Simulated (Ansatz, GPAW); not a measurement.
# Mg/Cd(0001): work function by functional and basis, part 2 of 3

Wanted: work functions and dipole of Mg/Cd(0001), with the cost of each level.

GPAW 26.7.0 and Ansatz 0.2.0; Ansatz plane waves; slab in vacuum with a dipole correction, relaxation (the session's first sound run).

So far, upper work function (eV): step 2 (relaxation) 3.52.

**3. The slab's potential**

With the geometry fixed, the planar mean of the potential gives the vacuum level on each side.

This step: GPAW, PAW setups; slab in vacuum (GPAW 26.7.0).

The input, run.py:

```python
import json
import numpy as np
from ase import Atoms
from gpaw import GPAW, PW

slab = Atoms(
    ['Cd', 'Cd', 'Cd', 'Cd', 'Cd', 'Cd', 'Cd', 'Cd', 'Cd', 'Cd', 'Cd', 'Cd', 'Cd', 'Cd', 'Cd', 'Cd', 'Mg'],
    positions=[
        [2.98000, 1.72050, 7.00000],
        [0.00000, 0.00000, 9.81014],
        [2.98158, 1.72142, 12.80457],
        [-0.01180, -0.00681, 15.72869],
        [4.47000, 4.30126, 7.00000],
        [1.49000, 2.58076, 9.81014],
        [4.47000, 4.29943, 12.80457],
        [1.49000, 2.59438, 15.72869],
        [5.96000, 1.72050, 7.00000],
        [2.98000, 0.00000, 9.81014],
        [5.95842, 1.72142, 12.80457],
        [2.99180, -0.00681, 15.72869],
        [7.45000, 4.30126, 7.00000],
        [4.47000, 2.58076, 9.81014],
        [7.45000, 4.30126, 12.73088],
        [4.47000, 2.58076, 15.70943],
        [1.49000, 0.86025, 18.35941]],
    cell=[[5.96, 0.0, 0.0], [2.98, 5.16151, 0.0], [0.0, 0.0, 24.87887]],
    pbc=[True, True, False])

slab.calc = GPAW(mode=PW(400), xc='PBE', kpts={'size': (6, 6, 1), 'gamma': True},
                 occupations={'name': 'fermi-dirac', 'width': 0.1}, nbands='200%',
                 convergence={'density': 1e-05}, maxiter=200,
                 poissonsolver={'dipolelayer': 'xy'},
                 symmetry={'tolerance': 1e-3}, txt='slab.txt')
result = {}
energy = slab.get_potential_energy()
fermi = slab.calc.get_fermi_level()
v = slab.calc.get_electrostatic_potential().mean((0, 1)) - fermi
n = slab.calc.get_pseudo_density().mean((0, 1))
L = slab.cell[2, 2]
z = np.arange(len(v)) * L / len(v)
low, high = slab.positions[:, 2].min(), slab.positions[:, 2].max()
below, above = np.interp([low - 4.8, high + 4.8], z, v)
slopes = [np.interp(x, z, np.gradient(v, z)) for x in (low - 4.8, high + 4.8)]
eps = np.array([[slab.calc.get_eigenvalues(k, s) for k in range(len(slab.calc.get_ibz_k_points()))]
                for s in range(slab.calc.get_number_of_spins())]) - fermi
top, bottom = eps[eps < 0].max(), eps[eps > 0].min()
dipole = slab.get_dipole_moment()[2]
print(f'energy {energy:.4f} eV, Fermi level {fermi:.4f} eV, dipole {dipole:.5f} e A')
print(f'potential 4.8 A off the faces, from the Fermi level: lower {below:.4f} eV, upper {above:.4f} eV')
print(f'slope of the potential there: lower {slopes[0]:.5f}, upper {slopes[1]:.5f} eV/A')
print(f'nearest levels on the mesh: {top:.4f} and {bottom:.4f} eV')
print('magnetic moment', round(slab.get_magnetic_moment(), 3))
result.update(energy=energy, fermi=fermi, dipole=dipole, below=below, above=above, slopes=slopes, edges=[top, bottom],
              z=z.tolist(), v=v.tolist(), n=n.tolist(), positions=slab.positions.tolist(),
              forces=slab.get_forces(apply_constraint=False).tolist(), moments=slab.get_magnetic_moments().tolist())
json.dump(result, open('result.json', 'w'))
```

Run with:

```
OMP_NUM_THREADS=1 OPENBLAS_NUM_THREADS=1 python run.py
```

Log:

```text
energy -13.3140 eV, Fermi level 1.7123 eV, dipole 0.05768 e A
potential 4.8 A off the faces, from the Fermi level: lower 3.8643 eV, upper 3.5222 eV
slope of the potential there: lower -0.00078, upper 0.00096 eV/A
nearest levels on the mesh: -0.0802 and 0.1166 eV
magnetic moment 0.0
```

Run time: 50 min. Hardware: 1 thread of Arm Neoverse N1, shared host; peak memory 1.1 GiB.

This step gave:

```
dipole along the normal                    : 0.05768 e·Å
levels nearest the Fermi level on the mesh : -0.08021, 0.1166 eV from the Fermi level
upper work function                        : 3.522 eV
lower work function                        : 3.864 eV
```

The electrostatic potential energy of an electron (without an applied field's), less the Fermi level, planar mean oscillates, so the rows of the table below give means over windows of 2.9 Å about each position, cut where the curve ends. Its maxima inside the range that stand out by 2 % of the span (Å: eV): 8.4: 1.23, 11.3: 1.74, 14.2: 1.60, 17.3: 2.03. Its minima: 7.0: -22.1, 9.8: -22.3, 12.8: -22.3, 15.8: -22.4, 18.3: -0.688.

Table of electrostatic potential energy of an electron (without an applied field's), less the Fermi level, planar mean by z; means over each step:

```tsv
z (Å)	electrostatic potential energy of an electron (without an applied field's), less the Fermi level, planar mean (eV)
1.45	3.85
4.35	3.53
7.25	-7.30
10.15	-7.26
13.05	-7.29
15.95	-7.26
18.85	1.50
21.75	3.49
24.65	3.53
```

Pseudo valence density, planar mean against z:

z (Å), pseudo valence density, planar mean (e/Å³) and a bar:
```
      3.0       0.00 
      3.5       0.00 
      4.0       0.00 
      4.5       0.00 
      5.0       0.01 
      5.5       0.04 #
      6.0       0.15 ###
      6.5       0.62 #############
      7.0       1.47 ##############################
      7.5       0.61 #############
      8.0       0.18 ####
      8.5       0.11 ##
      9.0       0.28 ######
      9.5       1.00 ####################
     10.0       1.27 ##########################
     10.5       0.38 ########
     11.0       0.11 ##
     11.5       0.10 ##
     12.0       0.29 ######
     12.5       1.05 #####################
     13.0       1.20 ########################
     13.5       0.35 #######
     14.0       0.11 ##
     14.5       0.11 ##
     15.0       0.35 #######
     15.5       1.20 #########################
     16.0       1.08 ######################
     16.5       0.30 ######
     17.0       0.08 ##
     17.5       0.05 #
     18.0       0.18 ####
     18.5       0.37 ########
     19.0       0.04 #
     19.5       0.01 
     20.0       0.01 
     20.5       0.00 
     21.0       0.00 
     21.5       0.00 
     22.0       0.00
```

Force by atom:

```tsv
atom	x (eV/Å)	y (eV/Å)	z (eV/Å)	size
Cd1	0.028	0.016	-0.100	0.105
Cd2	-0.020	-0.012	0.107	0.110
Cd3	-0.003	-0.002	0.002	0.005
Cd4	0.000	0.000	-0.001	0.001
Cd5	0.000	-0.033	-0.100	0.105
Cd6	0.000	0.024	0.107	0.110
Cd7	0.000	0.004	0.002	0.004
Cd8	0.000	0.000	-0.001	0.001
Cd9	-0.028	0.016	-0.100	0.105
Cd10	0.020	-0.012	0.107	0.110
Cd11	0.003	-0.002	0.002	0.004
Cd12	0.000	0.000	-0.001	0.001
Cd13	0.000	0.000	-0.091	0.091
Cd14	0.000	0.000	0.107	0.107
Cd15	0.000	0.000	-0.011	0.011
Cd16	0.000	0.000	-0.013	0.013
Mg17	0.000	0.000	-0.024	0.024
```

The potential is flat to 9.6e-4 eV/Å where it is read, so the vacuum is wide enough. The geometry is the other program's minimum; here the largest force on a free atom is 0.024 eV/Å.

**4. Self-consistent run: xc = "vdW-DF2"**

The same geometry under vdW-DF2, to see how far the functional moves the levels against the vacuum (the van der Waals functionals take revPBE setups).

run.py: that of step 3 with these lines changed.

```diff
@@ -28,3 +28,3 @@
 
-slab.calc = GPAW(mode=PW(400), xc='PBE', kpts={'size': (6, 6, 1), 'gamma': True},
+slab.calc = GPAW(mode=PW(400), xc='vdW-DF2', kpts={'size': (6, 6, 1), 'gamma': True},
                  occupations={'name': 'fermi-dirac', 'width': 0.1}, nbands='200%',
```

Log:

```text
energy -1548.3801 eV, Fermi level 1.6226 eV, dipole 0.05916 e A
potential 4.8 A off the faces, from the Fermi level: lower 4.1917 eV, upper 3.8417 eV
slope of the potential there: lower -0.00199, upper 0.00157 eV/A
nearest levels on the mesh: -0.0896 and 0.1467 eV
magnetic moment 0.0
```

Wall time 47 min (1 thread); peak memory 1.5 GiB.

This step gave:

* dipole along the normal: 0.05916 e·Å
* levels nearest the Fermi level on the mesh: -0.08964, 0.1467 eV from the Fermi level
* upper work function: 3.842 eV
* lower work function: 4.192 eV

The electrostatic potential energy of an electron (without an applied field's), less the Fermi level, planar mean by z:

```tsv
z (Å)	electrostatic potential energy of an electron (without an applied field's), less the Fermi level, planar mean (eV)
0.0	4.02
0.5	4.19
1.0	4.19
1.5	4.19
2.0	4.19
2.5	4.19
3.0	4.19
3.5	4.18
4.0	4.15
4.5	4.06
5.0	3.77
5.5	2.87
6.0	-0.0847
6.5	-10.2
7.0	-22.2
7.5	-10.4
8.0	-0.766
8.5	0.877
9.0	-3.03
9.5	-16.5
10.0	-19.9
10.5	-5.31
11.0	0.781
11.5	1.15
12.0	-3.46
12.5	-17.3
13.0	-19.3
13.5	-4.80
14.0	0.839
14.5	0.814
15.0	-4.68
15.5	-19.1
16.0	-17.6
16.5	-3.47
17.0	1.39
17.5	1.93
18.0	0.465
18.5	-0.292
19.0	1.67
19.5	2.91
20.0	3.47
20.5	3.70
21.0	3.79
21.5	3.82
22.0	3.84
22.5	3.84
23.0	3.84
23.5	3.84
24.0	3.84
24.5	3.85
```

Pseudo valence density, planar mean against z:

```tsv
z (Å)	pseudo valence density, planar mean (e/Å³)
3.0	1.3e-4
3.5	4.0e-4
4.0	0.00126
4.5	0.00391
5.0	0.0123
5.5	0.0408
6.0	0.152
6.5	0.622
7.0	1.47
7.5	0.614
8.0	0.175
8.5	0.105
9.0	0.284
9.5	1.01
10.0	1.27
10.5	0.379
11.0	0.110
11.5	0.0979
12.0	0.290
12.5	1.05
13.0	1.20
13.5	0.352
14.0	0.112
14.5	0.104
15.0	0.346
15.5	1.20
16.0	1.08
16.5	0.303
17.0	0.0828
17.5	0.0447
18.0	0.177
18.5	0.372
19.0	0.0451
19.5	0.0147
20.0	0.00704
20.5	0.00294
21.0	0.00116
21.5	4.4e-4
22.0	1.6e-4
22.5	5.7e-5
```

Force by atom:

```tsv
atom	x (eV/Å)	y (eV/Å)	z (eV/Å)	size
Cd1	0.027	0.015	-0.426	0.427
Cd2	-0.014	-0.008	0.154	0.155
Cd3	-0.010	-0.006	-0.010	0.015
Cd4	-0.006	-0.003	0.197	0.197
Cd5	-0.001	-0.032	-0.426	0.427
Cd6	0.000	0.016	0.154	0.155
Cd7	-0.001	0.011	-0.010	0.015
Cd8	0.000	0.006	0.197	0.197
Cd9	-0.028	0.015	-0.426	0.427
Cd10	0.014	-0.008	0.154	0.155
Cd11	0.009	-0.006	-0.010	0.015
Cd12	0.005	-0.003	0.197	0.197
Cd13	-0.001	0.000	-0.419	0.419
Cd14	0.000	0.000	0.162	0.162
Cd15	-0.001	0.000	-0.013	0.013
Cd16	0.000	0.000	0.194	0.194
Mg17	0.000	0.000	0.311	0.311
```

The upper face's work function is 3.842 eV, against 3.522 eV in the first plane-wave PBE run at this geometry.

**5. Self-consistent run: xc = "revPBE"**

The same geometry under revPBE, to see how far the functional moves the levels against the vacuum.

run.py: that of step 4 with these lines changed.

```diff
@@ -28,3 +28,3 @@
 
-slab.calc = GPAW(mode=PW(400), xc='vdW-DF2', kpts={'size': (6, 6, 1), 'gamma': True},
+slab.calc = GPAW(mode=PW(400), xc='revPBE', kpts={'size': (6, 6, 1), 'gamma': True},
                  occupations={'name': 'fermi-dirac', 'width': 0.1}, nbands='200%',
```

Log:

```text
energy -8.0477 eV, Fermi level 1.8175 eV, dipole 0.04170 e A
potential 4.8 A off the faces, from the Fermi level: lower 3.7199 eV, upper 3.4717 eV
slope of the potential there: lower -0.00090, upper 0.00105 eV/A
nearest levels on the mesh: -0.0781 and 0.1136 eV
magnetic moment 0.0
```

Run time: 49 min. Hardware: 1 thread; peak memory 1.1 GiB.

This step gave:

- dipole along the normal: 0.04170 e·Å
- levels nearest the Fermi level on the mesh: -0.07813, 0.1136 eV from the Fermi level
- upper work function: 3.472 eV
- lower work function: 3.720 eV

The upper face's work function is 3.472 eV, against 3.522 eV in the first plane-wave PBE run at this geometry.

**6. OptPBE vdW: xc = "optPBE-vdW"**

The same geometry under optPBE-vdW, to see how far the functional moves the levels against the vacuum (the van der Waals functionals take revPBE setups).

run.py: that of step 5 with these lines changed.

```diff
@@ -28,3 +28,3 @@
 
-slab.calc = GPAW(mode=PW(400), xc='revPBE', kpts={'size': (6, 6, 1), 'gamma': True},
+slab.calc = GPAW(mode=PW(400), xc='optPBE-vdW', kpts={'size': (6, 6, 1), 'gamma': True},
                  occupations={'name': 'fermi-dirac', 'width': 0.1}, nbands='200%',
```

Log:

```text
energy -255.9814 eV, Fermi level 1.6517 eV, dipole 0.05929 e A
potential 4.8 A off the faces, from the Fermi level: lower 4.0381 eV, upper 3.6869 eV
slope of the potential there: lower -0.00141, upper 0.00138 eV/A
nearest levels on the mesh: -0.0790 and 0.1266 eV
magnetic moment 0.0
```

Wall time 49 min (1 thread); peak memory 1.5 GiB.

Numbers from this step:

```
dipole along the normal                    : 0.05929 e·Å
levels nearest the Fermi level on the mesh : -0.07897, 0.1266 eV from the Fermi level
upper work function                        : 3.687 eV
lower work function                        : 4.038 eV
```

The upper face's work function is 3.687 eV, against 3.522 eV in the first plane-wave PBE run at this geometry.

**7. Real-space grid: mode = "fd"**

A real-space grid is a second complete basis, so it checks the plane-wave result.

run.py: that of step 6 with these lines changed.

```diff
@@ -3,3 +3,3 @@
 from ase import Atoms
-from gpaw import GPAW, PW
+from gpaw import GPAW
 
@@ -28,3 +28,3 @@
 
-slab.calc = GPAW(mode=PW(400), xc='optPBE-vdW', kpts={'size': (6, 6, 1), 'gamma': True},
+slab.calc = GPAW(mode='fd', h=0.18, xc='PBE', kpts={'size': (6, 6, 1), 'gamma': True},
                  occupations={'name': 'fermi-dirac', 'width': 0.1}, nbands='200%',
```

Log:

```text
energy -15.8852 eV, Fermi level -3.6923 eV, dipole 0.05818 e A
potential 4.8 A off the faces, from the Fermi level: lower 3.8630 eV, upper 3.5210 eV
slope of the potential there: lower -0.00085, upper 0.00074 eV/A
nearest levels on the mesh: -0.0802 and 0.1159 eV
magnetic moment 0.0
```

It took 3.5 h on 1 thread; peak memory 6 GiB.

Numbers from this step:

```
dipole along the normal                    : 0.05818 e·Å
levels nearest the Fermi level on the mesh : -0.08021, 0.1159 eV from the Fermi level
upper work function                        : 3.521 eV
lower work function                        : 3.863 eV
```

The upper face's work function is 3.521 eV, against 3.522 eV in the first plane-wave PBE run at this geometry.

**8. Cost and result by level**

Times are for 1 thread of Arm Neoverse N1, shared host. The runs compared:

```tsv
no.	run	upper work function (eV)	lower work function (eV)	time	memory (GiB)
1	pw	3.522	3.864	50 min	1.1
2	vdW DF2	3.842	4.192	47 min	1.5
3	revPBE	3.472	3.720	49 min	1.1
4	optPBE vdW	3.687	4.038	49 min	1.5
5	fd	3.521	3.863	3.5 h	6.0
```

(Part 2 of 3 ends here.)

[Logs are printed without paths, hosts, clocks, repeated set-up lines and the standing remarks that a program may print on its own settings, such as how far it seeks lower states.]

[Hosts, paths, dates, database ids (printed as entryN), source tags and the programs' standing remarks are cut or masked in the printed files.]
